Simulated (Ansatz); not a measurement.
# What As (Pm-3m, 1 atom in the cell) distorts into, part 2 of 3

Wanted: the energy along a soft mode of As (Pm-3m, 1 atom in the cell) and the structure at the end.

Ansatz 0.2.0; DFT PBEsol, scalar-relativistic, plane waves, PAW.

So far, highest frequency on the path or at a solved wavevector (cm⁻¹): step 2 (phonons on a q mesh) 192. Also lowest frequency on the path (cm⁻¹): step 2 -196.

This is not the structure that As takes at ambient pressure and room temperature (space group No. 166); it is a model or a phase of other conditions.

### Step 6. Relaxation from the frozen mode

Starting from the lowest point found, all atoms and the cell are let go, so that strain and other modes of the same symmetry can join in.

input.yaml

```yaml
crystal:
  lattice:
    - [0.0, -2.6885784294, -2.6885784294]
    - [0.0, -2.6885784294, 2.6885784294]
    - [-5.3771568589, -2.6885784294, 0.0]
  atoms:
    - { symbol: As, position: [0.3675611246, 0.8824388754, 0.25] }
    - { symbol: As, position: [0.8824388754, 0.3675611246, 0.25] }
    - { symbol: As, position: [0.1324388754, 0.6175611246, 0.75] }
    - { symbol: As, position: [0.6175611246, 0.1324388754, 0.75] }
kpoints:
  mp_grid: { grid: [10, 10, 10] }
hamiltonian:
  xc: pbesol
scf:
  occupations: { method: methfessel_paxton, width: 0.15 }
output:
  forces: true
  stress: true
  eigenvalues: true
  write_density: true
  write_potential: true
  elf: true
  volumetric_format: npy
relax:
  adjacent_minimum: "off"
  f_tol: 0.002
  max_steps: 120
  cell: { stress_tol: 0.03 }
```

Run with:

```
$ ansatz run input.yaml --threads 4 --pin off --max-ram 7168MiB --backend cpu --events-out ev --progress --plain --runs-dir out
```

Numbers of over 12 decimals in the logs are rounded to 6 here.

Output:

```text
[...]
Crystal: 4 atoms, lattice volume = 77.737 Å³
Basis set: ecut = 420 eV, 1517 PW (Γ), exchange–correlation on 54×54×90 points (8 copies of the dense FFT grid, shifted against one another)
Bands: 36, of which v1, the nominal top of the filled ones, is band 30 counted from 1 (29 counted from 0)
Symmetry: 8 space group operations
[...]
k-points: 171 of 1000
[...]
SCF iter   1: F=—  HF=-19251.791540 eV  |F-HF|=—  |Δ(HF+E_count)|=         —  Δρ=1.24e-3  dr2=7.48e-4  ethr=1.77e-3  ⟨swp⟩=5.4  Hψ=22131  notcnv=0
[...]
SCF iter   6: F=-19251.789936 eV  HF=-19251.789936 eV  |F-HF|=1.14e-8  |Δ(HF+E_count)|=   2.87e-8  S|Δr|=    0.00e0  Δρ=3.82e-6  dr2=1.67e-8  ethr=1.67e-10  ⟨swp⟩=9.6  Hψ=40446  notcnv=0
SCF 1 converged in 6 iterations: F = -19251.789936 eV  dr2 = 1.67e-8
[...]
relax step   1: F+E_penalty+E_count = -19251.78993641 eV  Δ(F+E_penalty+E_count) = +0.000e0 eV  max|allowed force component| = 2.482e-2 eV/Å  Δτ_max = 0.0000 Å  P = +0.428 GPa  Ω = 77.737 Å³  (6 SCF iters, dr2 threshold 1.00e-7 eV, accepted)
Crystal: 4 atoms, lattice volume = 78.348 Å³
Basis set: ecut = 420 eV, 1543 PW (Γ), exchange–correlation on 54×54×90 points (8 copies of the dense FFT grid, shifted against one another)
[...]
iter 1 solved again at ethr=2.54e-7 eV; its pass at ethr=3.10e-3 eV (dr2=1.52e-4 eV) is discarded
[...]
SCF iter   5: F=-19251.791640 eV  HF=-19251.791640 eV  |F-HF|=1.58e-8  |Δ(HF+E_count)|=   4.04e-8  S|Δr|=    0.00e0  Δρ=7.29e-6  dr2=7.26e-8  ethr=6.67e-10  ⟨swp⟩=9.2  Hψ=41259  notcnv=0
SCF 2 converged in 5 iterations: F = -19251.791640 eV  dr2 = 7.26e-8
[...]
relax step   2: F+E_penalty+E_count = -19251.79164040 eV  Δ(F+E_penalty+E_count) = -1.704e-3 eV  max|allowed force component| = 5.158e-2 eV/Å  Δτ_max = 0.0047 Å  P = -0.207 GPa  Ω = 78.348 Å³  energy of the carried Pulay correction = -1.063e-4 eV  (5 SCF iters, dr2 threshold 4.00e-7 eV, accepted)
Crystal: 4 atoms, lattice volume = 78.485 Å³
[...]
SCF iter   5: F=-19251.793186 eV  HF=-19251.793187 eV  |F-HF|=7.87e-8  |Δ(HF+E_count)|=   2.82e-7  S|Δr|=    0.00e0  Δρ=8.38e-6  dr2=1.45e-7  ethr=2.77e-10  ⟨swp⟩=7.7  Hψ=43278  notcnv=0
SCF 3 converged in 5 iterations: F = -19251.793186 eV  dr2 = 1.45e-7
  Residual-converged pass: ⟨swp⟩=1.0  Hψ=6844  notcnv=0  max |occ|·‖R‖ = 7.1e-9 eV (tolerance 1.0e-8 eV)  dr2=1.45e-7  dr2_onsite=4.56e-9  max |Δocc| = 4.1e-11
relax step   3: F+E_penalty+E_count = -19251.79318649 eV  Δ(F+E_penalty+E_count) = -1.546e-3 eV  max|allowed force component| = 7.105e-2 eV/Å  Δτ_max = 0.0069 Å  P = -0.256 GPa  Ω = 78.485 Å³  energy of the carried Pulay correction = -1.300e-4 eV  (5 SCF iters, dr2 threshold 1.66e-7 eV, accepted)
[... from here on, the SCF cycles and remarks between the steps are left out ...]
relax step   4: F+E_penalty+E_count = -19251.79512342 eV  Δ(F+E_penalty+E_count) = -1.937e-3 eV  max|allowed force component| = 8.076e-2 eV/Å  Δτ_max = 0.0071 Å  P = -0.263 GPa  Ω = 78.605 Å³  energy of the carried Pulay correction = -1.507e-4 eV  (5 SCF iters, dr2 threshold 4.00e-7 eV, accepted)
relax step   5: F+E_penalty+E_count = -19251.79736321 eV  Δ(F+E_penalty+E_count) = -2.240e-3 eV  max|allowed force component| = 8.505e-2 eV/Å  Δτ_max = 0.0075 Å  P = -0.259 GPa  Ω = 78.742 Å³  energy of the carried Pulay correction = -1.743e-4 eV  (5 SCF iters, dr2 threshold 4.00e-7 eV, accepted)
relax step   6: F+E_penalty+E_count = -19251.79963747 eV  Δ(F+E_penalty+E_count) = -2.274e-3 eV  max|allowed force component| = 8.545e-2 eV/Å  Δτ_max = 0.0073 Å  P = -0.237 GPa  Ω = 78.878 Å³  energy of the carried Pulay correction = -1.977e-4 eV  (5 SCF iters, dr2 threshold 4.00e-7 eV, accepted)
relax step   7: F+E_penalty+E_count = -19251.51585772 eV  Δ(F+E_penalty+E_count) = +2.838e-1 eV  max|allowed force component| = 1.703e0 eV/Å  Δτ_max = 0.1960 Å  P = +5.240 GPa  Ω = 82.541 Å³  energy of the carried Pulay correction = -8.139e-4 eV  (6 SCF iters, dr2 threshold 4.00e-7 eV, rejected (line search))
relax step   8: F+E_penalty+E_count = -19251.81864821 eV  Δ(F+E_penalty+E_count) = -1.901e-2 eV  max|allowed force component| = 8.281e-2 eV/Å  Δτ_max = 0.0711 Å  P = +0.188 GPa  Ω = 80.682 Å³  energy of the carried Pulay correction = -5.048e-4 eV  (11 SCF iters, accepted)
relax step   9: F+E_penalty+E_count = -19251.74709842 eV  Δ(F+E_penalty+E_count) = +7.155e-2 eV  max|allowed force component| = 5.824e-1 eV/Å  Δτ_max = 0.0961 Å  P = +2.151 GPa  Ω = 83.485 Å³  energy of the carried Pulay correction = -9.681e-4 eV  (6 SCF iters, dr2 threshold 4.00e-7 eV, rejected (line search))
relax step  10: F+E_penalty+E_count = -19251.82388609 eV  Δ(F+E_penalty+E_count) = -5.238e-3 eV  max|allowed force component| = 3.859e-2 eV/Å  Δτ_max = 0.0198 Å  P = +0.092 GPa  Ω = 81.534 Å³  energy of the carried Pulay correction = -6.473e-4 eV  (11 SCF iters, accepted)
relax step  11: F+E_penalty+E_count = -19251.82397638 eV  Δ(F+E_penalty+E_count) = -9.029e-5 eV  max|allowed force component| = 1.750e-2 eV/Å  Δτ_max = 0.0058 Å  P = +0.168 GPa  Ω = 81.282 Å³  energy of the carried Pulay correction = -6.052e-4 eV  (4 SCF iters, dr2 threshold 4.00e-7 eV, accepted)
relax step  12: F+E_penalty+E_count = -19251.82462492 eV  Δ(F+E_penalty+E_count) = -6.485e-4 eV  max|allowed force component| = 1.714e-2 eV/Å  Δτ_max = 0.0093 Å  P = -0.074 GPa  Ω = 81.461 Å³  energy of the carried Pulay correction = -6.350e-4 eV  (4 SCF iters, dr2 threshold 4.00e-7 eV, accepted)
relax step  13: F+E_penalty+E_count = -19251.82484180 eV  Δ(F+E_penalty+E_count) = -2.169e-4 eV  max|allowed force component| = 1.556e-3 eV/Å  Δτ_max = 0.0049 Å  P = +0.026 GPa  Ω = 81.415 Å³  energy of the carried Pulay correction = -6.275e-4 eV  (6 SCF iters, dr2 threshold 4.32e-8 eV, accepted)
relax step  14: F+E_penalty+E_count = -19251.82483900 eV  Δ(F+E_penalty+E_count) = +2.801e-6 eV  max|allowed force component| = 5.476e-4 eV/Å  Δτ_max = 0.0010 Å  P = -0.003 GPa  Ω = 81.478 Å³  energy of the carried Pulay correction = -6.379e-4 eV  (4 SCF iters, dr2 threshold 8.63e-9 eV, accepted)
[...]
SCF iter   6: F=-19251.825534 eV  HF=-19251.825534 eV  |F-HF|=0.00e0  |Δ(HF+E_count)|=  1.46e-11  S|Δr|=    0.00e0  Δρ=6.64e-8  dr2=1.07e-11  ethr=1.00e-12  ⟨swp⟩=5.0  Hψ=23856  notcnv=0
SCF 15 converged in 6 iterations: F = -19251.825534 eV  dr2 = 1.07e-11
relax step  15: F+E_penalty+E_count = -19251.82553351 eV  Δ(F+E_penalty+E_count) = -6.945e-4 eV  max|allowed force component| = 4.586e-4 eV/Å  Δτ_max = 0.0000 Å  P = +0.002 GPa  Ω = 81.478 Å³  stress off target by 1.12e-2 GPa  SCF on the basis re-selected at this cell (its energy is not comparable with the rows above)  (6 SCF iters)
basis re-selected at this cell: Δ(F+E_penalty+E_count) = -6.945e-4 eV, ΔP = +0.006 GPa vs the last step (what re-selecting the basis moved, of the pressure what is left beyond the Pulay correction that the steps carried, after the strain that the cell walked since its last selection, with what the two solves' SCF thresholds leave and, on support functions, any second-order correction that the steps lacked; it is no m [...]
SCF converged after 6 iterations
[...]
Free energy (F): -19251.825534 eV
[...]
Internal energy: -19251.825933 eV  (E = F + TS)
E sigma→0 (E₀):  -19251.825633 eV
Entropy (-TS):   0.000399 eV (0.100 meV/atom)
Fermi energy:    11.207716 eV
[...]
--- Forces (eV/Å), atoms counted from 1 ---
  atom   1  As    -0.00002131     0.00000000    -0.00045864
  atom   2  As    -0.00002131     0.00000000     0.00045864
  atom   3  As     0.00002131     0.00000000     0.00045864
  atom   4  As     0.00002131     0.00000000    -0.00045864
  max |Σ_I F_I| component: 1.39e-17 eV/Å
--- Stress (GPa, compression-positive) ---
        0.001598       0.000000       0.000000
        0.000000      -0.006686       0.000000
        0.000000       0.000000       0.011235
  P = ⅓ Tr σ = 0.0020 GPa (0.020 kbar)
--- Band table (eV; the first three rows and the last of 171) ---
  k-point 0: bands = [... 26 lower, 7.5951, 8.1378, 8.1945, 13.3249, 13.7976, 13.8461, 14.7307, 14.7809, ... 2 higher]
  k-point 1: bands = [... 26 lower, 7.4588, 8.3104, 8.3499, 12.6041, 13.5350, 14.1338, 14.1359, 15.1278, ... 2 higher]
  k-point 2: bands = [... 26 lower, 7.2476, 8.6216, 8.6510, 11.5394, 12.8762, 13.2959, 14.4413, 15.2335, ... 2 higher]
  k-point 170: bands = [... 26 lower, 5.6071, 6.8367, 7.2190, 10.7095, 11.9760, 13.6682, 15.9770, 17.4370, ... 2 higher]
--- Relaxed structure (14 steps of the walk, 12 accepted, 1 SCFs on fresh bases) ---
  F+E_penalty+E_count = -19251.82553351 eV   max|allowed force component| = 4.586e-4 eV/Å   (the final SCF, on the basis selected at the relaxed cell)
  cell:  # Å, volume = 81.4779 Å³
    - [0.0, -2.696664, -2.747866]
    - [0.0, -2.696664, 2.747866]
    - [-5.497782, -2.696664, 0.0]
  atoms:
    - { symbol: As, position: [0.343795, 0.891392, 0.264814] }
    - { symbol: As, position: [0.891392, 0.343795, 0.264814] }
    - { symbol: As, position: [0.156205, 0.608608, 0.735186] }
    - { symbol: As, position: [0.608608, 0.156205, 0.735186] }
```

Run time: 1.7 min. Hardware: 4 threads of Arm Neoverse V1, shared host; peak memory 0.65 GiB.

The steps of the relaxation:

```tsv
step	energy less that of the first step (eV)	largest force component (eV/Å)	pressure (GPa)	volume (Å³)
1	0.0000	0.0248	0.43	77.74
2	-0.0017	0.0516	-0.21	78.35
3	-0.0032	0.0711	-0.26	78.48
4	-0.0052	0.0808	-0.26	78.60
5	-0.0074	0.0850	-0.26	78.74
6	-0.0097	0.0854	-0.24	78.88
7	0.2741	1.7034	5.24	82.54
8	-0.0287	0.0828	0.19	80.68
9	0.0428	0.5824	2.15	83.49
10	-0.0339	0.0386	0.09	81.53
11	-0.0340	0.0175	0.17	81.28
12	-0.0347	0.0171	-0.07	81.46
13	-0.0349	0.0016	0.03	81.42
14	-0.0349	0.0005	0.00	81.48
15*	-0.0356	0.0005	0.00	81.48
```

Relaxation steps marked * repeat the geometry before them on a plane-wave basis chosen anew for their cell, so energy and pressure can jump there. Relaxation steps 7, 9 were tried and not accepted.

Forces are held to the 8 operations that the run works with; a distortion that breaks them can't arise in this run.

```tsv
conventional cell, symmetrised	before	after	change
a (Å)	5.377	5.393	+0.3 %
b (Å)	5.377	5.496	+2.2 %
c (Å)	10.754	10.996	+2.2 %
volume (Å³/atom)	19.43	20.37	+4.8 %
```

The atoms that moved most (Å, as changes of fractional coordinates times the final cell):

```tsv
atom	dx	dy	dz	length
As1	-0.081	0.000	0.090	0.121
As2	-0.081	0.000	-0.090	0.121
As3	0.081	0.000	-0.090	0.121
As4	0.081	0.000	0.090	0.121
```

Final coordinates:

```xyz
4
Lattice="0.0000 -2.6967 -2.7479 0.0000 -2.6967 2.7479 -5.4978 -2.6967 0.0000" Properties=species:S:1:pos:R:3 pbc="T T T"
As   -1.4559   -4.0450    1.5047
As   -1.4559   -4.0450   -1.5047
As   -4.0419   -4.0450    1.2431
As   -4.0419   -4.0450   -1.2431
```

This step gave:

```yaml
pressure: 0.002049 GPa
volume_per_atom: 20.37 Å³
```

Valence density in the bc plane of the conventional cell at fractional x = 0.500, with atoms of As within 0.2 Å of it. It is the smooth field of the valence electrons, not physical close to the nuclei.

Values in e/Å³, 24 rows by 15 columns, each cell a mean:
```
 0  0  0  0  0  0  0  0  0  0  0  0  0  0  0
 0  0  1  2  3  1  0  0  0  1  2  2  1  0  0
 0  0  2 12 20  7  1  0  1  3 15 18  5  1  0
 0  0  2 12 20  7  1  0  1  3 15 18  5  1  0
 0  0  1  2  2  1  0  0  0  1  2  2  1  0  0
 0  0  0  0  0  0  0  0  0  0  0  0  0  0  0
 0  0  0  1  1  0  0  0  0  0  0  1  1  0  0
 0  1  3  6  4  1  0  0  0  0  2  6  4  1  0
 1  1 10 27 14  2  0  0  0  1  7 25 19  4  1
 0  1  5 12  7  1  0  0  0  1  3 11  8  2  1
 0  0  1  1  1  0  0  0  0  0  1  1  1  0  0
 0  0  0  0  0  0  0  0  0  0  0  0  0  0  0
 0  0  0  0  0  0  0  0  0  0  0  0  0  0  0
 0  0  1  3  2  1  0  0  0  0  1  3  2  1  0
 1  1  8 20 11  2  0  0  0  1  5 19 14  3  1
 1  1  8 21 11  2  0  0  0  1  5 19 15  3  1
 0  0  1  2  1  1  0  0  0  0  1  2  2  1  0
 0  0  0  0  0  0  0  0  0  0  0  0  0  0  0
 0  0  0  1  1  0  0  0  0  0  1  1  0  0  0
 0  0  1  4  6  2  1  0  0  1  5  6  2  0  0
 0  0  2 15 26  9  1  1  1  4 20 24  6  1  0
 0  0  1  7 12  4  1  0  1  2  9 11  3  1  0
 0  0  0  1  1  1  0  0  0  0  1  1  1  0  0
 0  0  0  0  0  0  0  0  0  0  0  0  0  0  0
```
Columns run along b (5.5 Å), rows up along c (11.0 Å), edges of the conventional cell, whose origin can differ from the input's. Atoms in or near the plane, at fractional coordinates: As at (0.77, 0.63), As at (0.27, 0.13), As at (0.23, 0.63), As at (0.73, 0.13), As at (0.73, 0.87), As at (0.23, 0.37), As at (0.27, 0.87), As at (0.77, 0.37).

ELF in the bc plane of the conventional cell at fractional x = 0.500, with atoms of As within 0.2 Å of it. It is the smooth field of the valence electrons, not physical close to the nuclei.

Ten even steps from '0' (0.07) to '9' (0.70), each cell a mean:
```
036876423578741
279988767888984
489535899733796
488434899633695
258877777777873
137987423689851
457897412689864
876578624886678
984248846963269
886469836985578
568999513899875
125664100356641
246876201578752
678899724998887
985359846973379
984348736963369
777788523787777
247997312589853
147987534689862
268756788756884
488324899623696
489646888755895
169998655789973
014665211466530
```
Columns run along b (5.5 Å), rows up along c (11.0 Å), edges of the conventional cell, whose origin can differ from the input's. Atoms in or near the plane, at fractional coordinates: As at (0.77, 0.63), As at (0.27, 0.13), As at (0.23, 0.63), As at (0.73, 0.13), As at (0.73, 0.87), As at (0.23, 0.37), As at (0.27, 0.87), As at (0.77, 0.37).

Electrostatic potential energy in the bc plane of the conventional cell at fractional x = 0.500, with atoms of As within 0.2 Å of it. With pseudopotentials it is smooth inside the atoms' cores, unlike the true potential.

Ten even steps from '_' (-5 eV) to '@' (31 eV), each cell a mean:
```
++++==------==++====----====++
++==..______::==--________--==
==::__**%%--__--....##%%::__==
==::__**%%--__--....##%%::__==
++==..______::==--________--==
++====--::--==++====--::--==++
====::..::--==++++==::....--==
--..__--..__--====..__::..__::
::__++@@##__::==--__--@@%%....
--__::**--__--====....++==__::
==--..__..--==++++--..____::==
++==========++++++++========++
++==------==++++++====----====
==::______..==++==::________--
--__==%%++__::====__::%%##__..
::__==%%++__::====__::%%##__..
==::______..==++==::________--
++==--::--====++++==--::--====
++==--....::======--....::==++
==--__..--__..--::__::::__::==
==::__##@@++__::....%%@@--__==
==--__--++..__--::__==++....==
++==::____..--====::____..==++
++++==========++++========++++
```
Columns run along b (5.5 Å; values clipped at the 3rd and 97th percentile), rows up along c (11.0 Å), edges of the conventional cell, whose origin can differ from the input's. Atoms in or near the plane, at fractional coordinates: As at (0.77, 0.63), As at (0.27, 0.13), As at (0.23, 0.63), As at (0.73, 0.13), As at (0.73, 0.87), As at (0.23, 0.37), As at (0.27, 0.87), As at (0.77, 0.37).

The distorted start has space group Fmmm; the relaxation ends in Fmmm.

### Step 7. The new phase in its own primitive cell

The relaxed structure is symmetrised, reduced to its primitive cell and relaxed tightly, as its phonons need.

input.yaml

```yaml
crystal:
  lattice:
    - [0.0, 2.7478661368, 5.497781693]
    - [2.6966637023, 0.0, 5.497781693]
    - [2.6966637023, 2.7478661368, 0.0]
  atoms:
    - { symbol: As, position: [0.9062053522, 0.3586082819, 0.6413917181] }
    - { symbol: As, position: [0.3586082819, 0.9062053522, 0.0937946478] }
    - { symbol: As, position: [0.0937946478, 0.6413917181, 0.3586082819] }
    - { symbol: As, position: [0.6413917181, 0.0937946478, 0.9062053522] }
kpoints:
  mp_grid: { grid: [10, 10, 10] }
hamiltonian:
  xc: pbesol
scf:
  occupations: { method: methfessel_paxton, width: 0.15 }
output:
  forces: true
  stress: true
  eigenvalues: true
relax:
  adjacent_minimum: "off"
  f_tol: 0.001
  max_steps: 60
  cell: { stress_tol: 0.01 }
```

Output:

```text
[...]
Crystal: 4 atoms, lattice volume = 81.478 Å³
Basis set: ecut = 420 eV, 1615 PW (Γ), exchange–correlation on 90×90×54 points (8 copies of the dense FFT grid, shifted against one another)
Bands: 36, of which v1, the nominal top of the filled ones, is band 30 counted from 1 (29 counted from 0)
Symmetry: 8 space group operations
[...]
k-points: 171 of 1000
[...]
--- Relaxed structure (2 steps of the walk, 2 accepted, 1 SCFs on fresh bases) ---
[...]
cell:  # Å, volume = 81.4825 Å³
    - [0.0, 2.748102, 5.497876]
    - [2.696539, 0.0, 5.497876]
    - [2.696539, 2.748102, 0.0]
  atoms:
    - { symbol: As, position: [0.906218, 0.358601, 0.641399] }
    - { symbol: As, position: [0.358601, 0.906218, 0.093782] }
    - { symbol: As, position: [0.093782, 0.641399, 0.358601] }
    - { symbol: As, position: [0.641399, 0.093782, 0.906218] }
[key lines of the parts left out:]
SCF converged after 6 iterations
Free energy (F): -19251.825534 eV
Fermi energy:    11.207102 eV
P = ⅓ Tr σ = -0.0001 GPa (-0.001 kbar)
```

The job ended after 21 s (4 threads; peak memory 0.67 GiB; 84 s of CPU time).

Little changed from the start: no atom moved by 0.005 Å and no cell edge by 0.1 %.

This step gave:

```yaml
pressure: -7.27e-5 GPa
```

The largest force component left is 0.036 meV/Å and the pressure is 0.000 GPa, within the tolerances set. The cell now holds 20.37 Å³/atom.

[end of part 2 of 3]

[Logs are printed without paths, hosts, clocks, repeated set-up lines and the standing remarks that a program may print on its own settings, such as how far it seeks lower states.]

[Hosts, paths, dates, database ids (printed as entryN), source tags and the programs' standing remarks are cut or masked in the printed files.]
